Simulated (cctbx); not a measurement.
**Absolute structure of Cs2Mg2HgI2Cl6**

Space group P1 (no. 1), a = 6.7550 Å, b = 7.1700 Å, c = 10.7690 Å, α = 84.32°, β = 73.03°, γ = 70.17°.

```csv
atom,mult.,x,y,z,Ueq (Å²)
Hg1,1,0.0267,0.9940,0.9954,0.0053
Cs1,1,0.3575,0.4454,0.7400,0.0047
Cs2,1,0.0892,0.4603,0.2642,0.0039
I1,1,0.5273,0.4612,0.3851,0.0046
I2,1,0.9228,0.3705,0.0012,0.0081
Cl1,1,0.6882,0.8980,0.1929,0.0063
Cl2,1,0.8713,0.9112,0.8082,0.0066
Cl3,1,0.9291,0.4488,0.6160,0.0070
Cl4,1,0.4777,0.9426,0.6088,0.0051
Cl5,1,0.0812,0.9507,0.3908,0.0089
Cl6,1,0.3642,0.7073,0.0002,0.0072
Mg1,1,0.0630,0.0875,0.6151,0.0063
Mg2,1,0.6753,0.0902,0.3832,0.0110
```

The model was made for the exercise: a known structure type with other elements put in, its volume estimated, not relaxed; displacement parameters are assumed.

Data sets are simulated with cctbx and refined with Bijvoet mates kept apart; Flack x is then fitted as the share of an inverted twin with the atoms fixed, Hooft y from the Bijvoet differences. The group has rotations alone, so the crystal has a hand.

Untwinned crystal. What Flack and Hooft values should come out?

| λ (Å) | extinction (unmodelled) | d min (Å) | top counts | error (%) | model | R1 | Flack x | s.u. | Hooft y | s.u. | pairs |
| --- | --- | --- | --- | --- | --- | --- | --- | --- | --- | --- | --- |
| 0.71073 | 0 | 0.77 | 40000 | 1.5 | as given | 0.0108 | -0.001 | 0.0013 | -0.001 | 0.002 | 1755 |
| 0.71073 | 0 | 0.77 | 40000 | 1.5 | inverted | 0.0991 | 0.985 | 0.003 | 1.039 | 0.002 | 1755 |
| 1.54184 | 0 | 0.83 | 70000 | 1.5 | as given | 0.0091 | 0.002 | 0.002 | 0.001 | 0.003 | 1389 |

With Mo Kα, x is within 3 s.u. of 0, so the hand is right. With Cu Kα, x is within 3 s.u. of 0, so the hand is right. Inverting the model turns x into about 1 − x.

A further crystal gives:

| λ (Å) | extinction (unmodelled) | d min (Å) | top counts | error (%) | model | R1 | Flack x | s.u. | Hooft y | s.u. | pairs |
| --- | --- | --- | --- | --- | --- | --- | --- | --- | --- | --- | --- |
| 0.71073 | 0 | 0.75 | 40000 | 6 | as given | 0.0302 | 0.152 | 0.003 | 0.151 | 0.004 | 1894 |

**Question.** What is it?

It was simulated as an inversion twin with a fraction 0.15 of the inverted domain. Flack x is over 3 s.u. from both 0 and 1 and reads that fraction.

[Logs are printed without paths, hosts, clocks, repeated set-up lines and the standing remarks that a program may print on its own settings, such as how far it seeks lower states.]
